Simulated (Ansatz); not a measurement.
## Where Sb_O puts its levels in the gap of MgO (Fm-3m)

Aim: at which Fermi levels does Sb_O in MgO (Fm-3m) change its charge? The model is a cell of 54 host atoms with 1 O taken out and 1 Sb put in.

Calculated with Ansatz 0.2.0; place-levels on r2SCAN runs: charge-transition levels and formation energies with image-charge correction and potential alignment at the atomic sites; PAW set soft_1.

Experimental background.

For MgO, rocksalt (bulk crystal), “Electronic structure of alkaline earth and post-transition metal oxides” (2009, arxiv:0908.1581) quotes earlier work: band gap (literature experimental gap) 7.83 eV [Literature value based on experiment; other listed experimental values range from 7.7 to …].

In doubt: warnings of the run leave room for a lower electronic state (in some of the runs), so energies may not be the lowest and differences between runs may mislead.

## (1) Starting point

The cell holds 54 atoms: 27 Mg, 26 O and 1 Sb. Cell: a = 8.925 Å, b = 8.925 Å, c = 8.925 Å, α = 60.0°, β = 60.0°, γ = 60.0°. It derives from MgO (space group Fm-3m). Nearest the centre at fractional (0.500, 0.500, 0.500): Sb28 at 0.00 Å, Mg51 at 2.10 Å, Mg47 at 2.10 Å, Mg35 at 2.10 Å, Mg45 at 2.10 Å, Mg29 at 2.10 Å, Mg33 at 2.10 Å, O30 at 2.98 Å.

The host's dielectric constants go in as inputs: 3.24 for the electrons alone, 10.37 with the ions, from a response run on this crystal (DFPT, PBEsol) at that run's own cell.

The cell's shortest repeat is 8.9 Å.

## (2) Charge states

Levels follow from differences of total energies between charge states, each relaxed by itself.

Each atom starts 0.05 Å or so off its site in a random direction: a symmetric start keeps its symmetry, and would miss off-centre moves and Jahn–Teller distortions. Forces are taken at one point at (¼, ¼, ¼). The cell holds 1 electron more than the neutral one, with a uniform background that keeps it neutral on the whole.

The sampling was tested on the host first: at the k-points planned (1x1x1 shifted 0.25 0.25 0.25) its energy lies 0.020 eV an atom from the dense-mesh value, under the bound of 0.02 eV set for this test; that bounds the host's error, not the defect's.

One of the inputs; charge, spin and start change from state to state.

The input, qm1.relax/input.yaml:

```yaml
crystal:
  lattice:
    - [0.0, 6.31124291, 6.31124291]
    - [6.31124291, 0.0, 6.31124291]
    - [6.31124291, 6.31124291, 0.0]
  atoms:
    - { symbol: Mg, position: [0.0, 0.0, 0.0] }
    - { symbol: O, position: [0.16666667, 0.16666667, 0.16666667] }
[... 7 atom lines left out ...]
    - { symbol: O, position: [0.16666667, 0.5, 0.5] }
[... 1 atom line left out ...]
    - { symbol: O, position: [0.16666667, 0.5, 0.83333333] }
[... 3 atom lines left out ...]
    - { symbol: O, position: [0.16666667, 0.83333333, 0.5] }
[... 4 atom lines left out ...]
    - { symbol: Mg, position: [0.33333333, 0.0, 0.33333333] }
    - { symbol: O, position: [0.5, 0.16666667, 0.5] }
[... 1 atom line left out ...]
    - { symbol: O, position: [0.5, 0.16666667, 0.83333333] }
[... 1 atom line left out ...]
    - { symbol: O, position: [0.5, 0.5, 0.16666667] }
[... 1 atom line left out ...]
    - { symbol: Sb, position: [0.5, 0.5, 0.5] }
    - { symbol: Mg, position: [0.33333333, 0.33333333, 0.66666667] }
    - { symbol: O, position: [0.5, 0.5, 0.83333333] }
[... 1 atom line left out ...]
    - { symbol: O, position: [0.5, 0.83333333, 0.16666667] }
    - { symbol: Mg, position: [0.33333333, 0.66666667, 0.33333333] }
    - { symbol: O, position: [0.5, 0.83333333, 0.5] }
    - { symbol: Mg, position: [0.33333333, 0.66666667, 0.66666667] }
[... 4 atom lines left out ...]
    - { symbol: O, position: [0.83333333, 0.16666667, 0.5] }
[... 3 atom lines left out ...]
    - { symbol: O, position: [0.83333333, 0.5, 0.16666667] }
    - { symbol: Mg, position: [0.66666667, 0.33333333, 0.33333333] }
    - { symbol: O, position: [0.83333333, 0.5, 0.5] }
    - { symbol: Mg, position: [0.66666667, 0.33333333, 0.66666667] }
[... 3 atom lines left out ...]
    - { symbol: Mg, position: [0.66666667, 0.66666667, 0.33333333] }
[... 2 atom lines left out ...]
    - { symbol: O, position: [0.83333333, 0.83333333, 0.83333333] }
  host:
    repeats: [3, 3, 3]
    atoms:
      - { symbol: Mg, position: [0.0, 0.0, 0.0] }
      - { symbol: O, position: [0.5, 0.5, 0.5] }
total_charge: -1
basis:
  ecutwfc: 500
  xc_grid: 2
hamiltonian:
  xc: r2scan
  pseudopotentials: { kind: paw, azcp: { folder: soft_1 } }
kpoints:
  mp_grid: { grid: [1, 1, 1], shift: [0.25, 0.25, 0.25] }
scf:
  occupations: { method: fixed }
  max_iter: 60
output:
  forces: true
  charged_corrections:
    epsilon: 3.24
    static_epsilon: 10.37
    defect_position: [0.5, 0.5, 0.5]
relax:
  f_tol: 0.02
  max_steps: 80
  random_displacement: { amplitude: 0.05, seed: 5052 }
checkpoint:
  write: "../qm1.relax.run"
  compress: false
  write_wavefunctions: true
  write_every: 100000
```

Run with:

```console
$ ansatz run input.yaml --threads 4 --pin off --max-ram 7536MiB --backend cpu --events-out ev --progress --plain --runs-dir out
```

The relaxed structure is kept and the sampling changed to a 2×2×2 shifted mesh.

The run of this state that the levels use, under r2SCAN:

The input, qm1.point/input.yaml:

```yaml
crystal:
  checkpoint: "../qm1.relax.run"
  host: checkpoint
total_charge: -1
basis:
  ecutwfc: 500
  xc_grid: 2
hamiltonian:
  xc: r2scan
  pseudopotentials: { kind: paw, azcp: { folder: soft_1 } }
kpoints:
  mp_grid: { grid: [2, 2, 2], shift: [0.5, 0.5, 0.5] }
scf:
  occupations: { method: fermi_dirac, width: 0.01 }
  max_iter: 60
output:
  forces: true
  eigenvalues: true
  charged_corrections:
    epsilon: 3.24
    static_epsilon: 10.37
    defect_position: [0.5, 0.5, 0.5]
  eigenstates: { localisation: true }
  populations: true
  band_densities: [{ bands: [v1, v1] }, { bands: [c1, c1] }]
  write_density: true
  write_potential: true
  volumetric_format: npy
  elf: true
checkpoint:
  read: "../qm1.relax.run"
  write: "../qm1.point.run"
  compress: false
  write_wavefunctions: false
  write_every: 100000
```

Relaxations under r2SCAN at one point at (¼, ¼, ¼); times on 4 threads of Arm Neoverse V1, shared host:

```
charge  moment (μB)  occupations        outcome  steps  largest displacement against the far atoms (Å)     time
    −1            0        fixed      converged      5                                            0.25     67 s
     0            1        fixed      converged     10                                            0.29  7.2 min
    +1            0        fixed  not converged      -                                               -     52 s
    +1            0  fermi-dirac      converged     20                                            0.34  4.9 min
    +1            2        fixed      converged      9                                            0.31  5.1 min
```

Single points under r2SCAN at a 2×2×2 shifted mesh; times on 4 threads of Arm Neoverse V1, shared host:

| charge | moment (μB) | occupations | outcome | time |
| --- | --- | --- | --- | --- |
| −1 | 0 | fermi-dirac | converged | 64 s |
| 0 | 1 | fermi-dirac | converged | 3.3 min |
| +1 | 0 | fermi-dirac | converged | 80 s |
| +1 | 2 | fermi-dirac | converged | 2.5 min |

Distances (Å) from Sb28 to the nearest atoms after relaxation with r2SCAN:

| charge | moment (μB) | 1. | 2. | 3. | 4. | 5. | 6. |
| --- | --- | --- | --- | --- | --- | --- | --- |
| −1 | 0 | Mg 2.36 | Mg 2.36 | Mg 2.36 | Mg 2.36 | Mg 2.36 | Mg 2.36 |
| 0 | 1 | Mg 2.38 | Mg 2.38 | Mg 2.38 | Mg 2.38 | Mg 2.39 | Mg 2.39 |
| +1 | 0 | Mg 2.39 | Mg 2.40 | Mg 2.41 | Mg 2.41 | Mg 2.42 | Mg 2.42 |
| +1 | 2 | Mg 2.41 | Mg 2.41 | Mg 2.41 | Mg 2.41 | Mg 2.41 | Mg 2.41 |

## (3) place-levels, r2SCAN

A charged cell interacts with its images and the background, and its potential has another zero than the host's. place-levels removes the first by a point-charge model, screened by the static dielectric constant since the ions have relaxed around the charge, and the second by comparing potentials at atoms far from the defect.

The host is a run of the defect-free crystal in the same cutoffs, grids and k-points, so that basis and sampling errors cancel in part in the differences. The host is run in a cell of 2 atoms on a matching mesh. Its band edges are searched through the zone by a band path, so the gap is smaller than, or equal to, that on the mesh. Chemical potentials are energies per atom of O (O2 molecule) and Sb (A7 rhombohedral), run with the same functional and cutoff.

The input, levels.point.yaml:

```yaml
host:
  run: host.point.run
states: [qm1.point.run, q0_M1.point.run, qp1.point.run, qp1_M2.point.run]
geometry_from:
  qm1.point.run: qm1.relax.run
  q0_M1.point.run: q0_M1.relax.run
  qp1.point.run: qp1.relax_smeared.run
  qp1_M2.point.run: qp1_M2.relax.run
chemical_potentials:
  O:
    energy: -565.989614
    dataset: <sha256 of the dataset>
  Sb:
    energy: -6499.197686
    dataset: <sha256 of the dataset>
epsilon: 3.24
static_epsilon: 10.37
vertical:
  - { from: qm1.point.run, to: qm1.point_neutral.run }
  - { from: qp1.point.run, to: qp1.point_neutral.run }
  - { from: qp1_M2.point.run, to: qp1_M2.point_neutral.run }
```

Run with:

```console
$ ansatz place-levels levels.point.yaml -- --threads 4 --pin off --max-ram 7536MiB
```

Numbers of over 12 decimals in the logs are rounded to 6 here.

The program printed:

```text
[... repeated set-up lines and file paths are left out, and long positions are rounded to six places ...]
(+1/0) 2.536 eV above the valence edge, 3.141 eV under the conduction edge
(0/-1) 3.439 eV above the valence edge, 2.239 eV under the conduction edge
formation energy of charge +1: +13.965 eV with the Fermi level at the valence edge
formation energy of charge 0: +16.501 eV with the Fermi level at the valence edge
formation energy of charge -1: +19.940 eV with the Fermi level at the valence edge
vertical -1 to 0: no energy, since no alignment is typed
  the change from vertical[0].from (qm1.point.run) to vertical[0].to (qm1.point_neutral.run): by its potential at epsilon 3.24 it stands at 0.499 0.501 0.501, with an rms radius of about 1.7 Å (1.1 0.9 0.9 Å across the planes of the cell's vectors); [...]
vertical +1 to 0: no energy, since no alignment is typed
  the change from vertical[1].from (qp1.point.run) to vertical[1].to (qp1.point_neutral.run): by its potential at epsilon 3.24 it stands at 0.502 0.500 0.498, with an rms radius of about 2.0 Å (1.4 0.7 1.3 Å across the planes of the cell's vectors); [...]
vertical +1 to 0: no energy, since no alignment is typed
  the change from vertical[2].from (qp1_M2.point.run) to vertical[2].to (qp1_M2.point_neutral.run): by its potential at epsilon 3.24 it stands at 0.501 0.499 0.501, with an rms radius of about 1.7 Å (0.8 1.1 1.1 Å across the planes of the cell's vectors); [...]
  edges by r2scan, gap 5.678 eV; the host is sampled to repeats of 17.85 Å
  the defect's cells are sampled to repeats of 17.85 Å, like sampling
  charge +1: -73381.6375 eV with its correction of +0.875 eV, at epsilon 10.37, aligned at sites: +0.6232 eV, mean over 21 atomic sites at or beyond 4.46 Å from the defect at [0.5000, 0.5000, 0.5000], with -0.000000 for the charge's moments and without [...]
  charge 0: +0.000 eV for its dipole among its images, +0.000 omitted
  charge -1: -73360.2935 eV with its correction of -0.347 eV, at epsilon 10.37, aligned at sites: +0.5991 eV, mean over 21 atomic sites at or beyond 4.46 Å from the defect at [0.5000, 0.5000, 0.5000], with -0.000000 for the charge's moments and without [...]
  charge +1: states[2] (qp1.point.run) stands 0.509 eV higher, with a moment of 0.00 μB against 2.00
  states[2] (qp1.point.run): levels filled in part (TS 0.002 eV): its energy is of no whole electron's
  of states[3] (qp1_M2.point.run): its alignment with the host at atomic sites is doubtful: the cell is too small to show whether the defect's potential has decayed: take a larger one; stability_check_not_made
  of states[1] (q0_M1.point.run): its alignment with the host at atomic sites is doubtful: the cell is too small to show whether the defect's potential has decayed: take a larger one; stability_check_not_made
  of states[0] (qm1.point.run): its alignment with the host at atomic sites is doubtful: the cell is too small to show whether the defect's potential has decayed: take a larger one
  of states[2] (qp1.point.run): it parts from the run at its places by a charge that spreads by about 1.4 Å along one vector (1.3 Å or more is wide), by its potential at epsilon 3.24, taken for that of held ions (one typed too small widens it), where the cell [...]
  of vertical[0].to (qm1.point_neutral.run): its solution was reached by way of a converged one of higher free energy, in the state of a single point ahead of it or from where its search with frozen cores ended, in this run or in one that it set out from; [...]
  vertical[1].from (qp1.point.run): levels filled in part (TS 0.002 eV): its energy is of no whole electron's
  of vertical[1].from (qp1.point.run): it parts from the run at its places by a charge that spreads by about 1.4 Å along one vector (1.3 Å or more is wide), by its potential at epsilon 3.24, taken for that of held ions (one typed too small widens it), where [...]
  of vertical[1].to (qp1.point_neutral.run): stability_check_not_made
  of vertical[2].from (qp1_M2.point.run): stability_check_not_made
  of vertical[2].to (qp1_M2.point_neutral.run): it set out from the moments of a save, which an earlier run chose (saved_moments_taken); stability_check_not_made
```

It took 0.47 s on 4 threads of Arm Neoverse V1, shared host.

Levels between the charges placed, in eV above the valence top:

|  | gap (eV) | (+1/0) | (0/−1) |
| --- | --- | --- | --- |
| r2SCAN | 5.68 | 2.54 | 3.44 |

Corrections by state:

```
charge  moment (μB)  image terms and alignment (eV)  band filling (eV)  ε used  over the lowest of its charge, as the program ranks them, band filling apart (eV)
    +1          2.0                           0.875                  -   10.37                                                                              0.000
     0          1.0                           0.000                  -       -                                                                              0.000
    −1          0.0                          -0.347                  -   10.37                                                                              0.000
    +1          0.0                           0.848                  -   10.37                                                                              0.509
```

The charged structures listed were also run neutral, and place-levels reads from each pair, by the potential or the spins, how wide the charge is by which they differ; that can be the carrier of either run.

```
charge  rms radius (Å)  spread where it is widest against the cell (Å)  wide from (Å)  reading
    +1             1.7                                            1.07           1.26   narrow
    −1             1.7                                            1.14           1.26   narrow
```

The neutral runs of these pairs need not share the spin of the lowest neutral state, and very wide values only mean spread over the cell.

From the program's caveats on the states, each cut to its opening words:

- charge +1 (2 μB), 0 (1 μB), −1, +1: its alignment with the host at atomic sites is doubtful: the cell is too small to show whether the defect's potential has decayed: take a larger one
- charge +1 (2 μB), 0 (1 μB): flagged: stability check not made
- charge +1: it parts from the run at its places by a charge that spreads by about 1.4 Å along one vector (1.3 Å or more is wide), by its potential at epsilon 3.24, taken [...]
- charge +1: the host's ions (past the first shell or, of a walk that freed a part, those that it held) aren't shown at rest: they stand up to 0.137 Å off their sites, 1.33 [...]

Chemical potentials of the elements' reference phases, run alike. Formation energy by charge state (elemental references; gap 5.68 eV):

| charge | at valence top (eV) | at conduction bottom (eV) | correction included (eV) |
| --- | --- | --- | --- |
| +1 | 13.96 | 19.64 | 0.88 |
| 0 | 16.50 | 16.50 | 0.00 |
| −1 | 19.94 | 14.26 | -0.35 |

```csv
Fermi level (eV),lowest formation energy (eV)
0.00,13.96
0.52,14.48
1.03,15.00
1.55,15.51
2.06,16.03
2.58,16.50
3.10,16.50
3.61,16.32
4.13,15.81
4.65,15.29
5.16,14.78
5.68,14.26
```

## (4) What came out

| Quantity | Value |
| --- | --- |
| gap of the host | 5.68 eV (r2SCAN) |
| level (plus 1/0) | 2.54 eV above the valence top |
| level (0/minus 1) | 3.44 eV above the valence top |
| lowest of the charges placed, just above the valence top (0.02 eV) | +1 |
| lowest of the charges placed, just below the conduction bottom (0.02 eV) | −1 |
| lowest formation energy at mid-gap of the charges run, elemental references | 16.50 eV |

**Reading.** Of the charges placed (−1, 0 and +1), the lowest changes at 2.54 eV (+1/0) and 3.44 eV (0/−1) above the valence top, in a gap of 5.68 eV. Charges above +1 and below −1 were not placed, so these runs say nothing of levels that involve them. States placed: +1 at 2 μB and 0 μB; 0 at 1 μB; −1 at 0 μB. Other spin states or structures, where not listed, weren't placed. Sb is taken at its element; compounds, which aren't counted here, bound the chemical potentials and would shift these formation energies. The program doubts the alignment of potentials for at least one state, a sign that the cell is small. Keep in mind: the images are only 8.9 Å apart; r2SCAN makes the gap too small and tends to spread out bound carriers; where a gas molecule sets a chemical potential or the host's formation energy, its binding is uncorrected; spin–orbit coupling, which can matter with heavy atoms, is left out; force components of up to 0.17 eV/Å remain in a run at the final settings.

Computed beside measured:

```
                             quantity  measured           r2SCAN
band gap (least gap of the host) (eV)      7.83  5.68 (-2.15 eV)
```

Measured values from arxiv:0908.1581 (2009).

**Verdict.** The band gap is off by -2.15 eV. Local and semilocal functionals usually give gaps below the measured ones. Zero-point and thermal motion shift the measured gap.

[Logs are printed without paths, hosts, clocks, repeated set-up lines and the standing remarks that a program may print on its own settings, such as how far it seeks lower states.]

[Hosts, paths, dates, database ids (printed as entryN), source tags and the programs' standing remarks are cut or masked in the printed files.]

[Where a table of states has a column of steps, it counts the stored structures, which are thinned; the runs took as many ionic steps or more.]

[A defect's name tells the site on which it was built; relaxed atoms can leave that site.]

[For some hosts the program warned that the k-mesh of the response run may be too coarse for force constants and the static dielectric constant; such warnings are not shown here.]
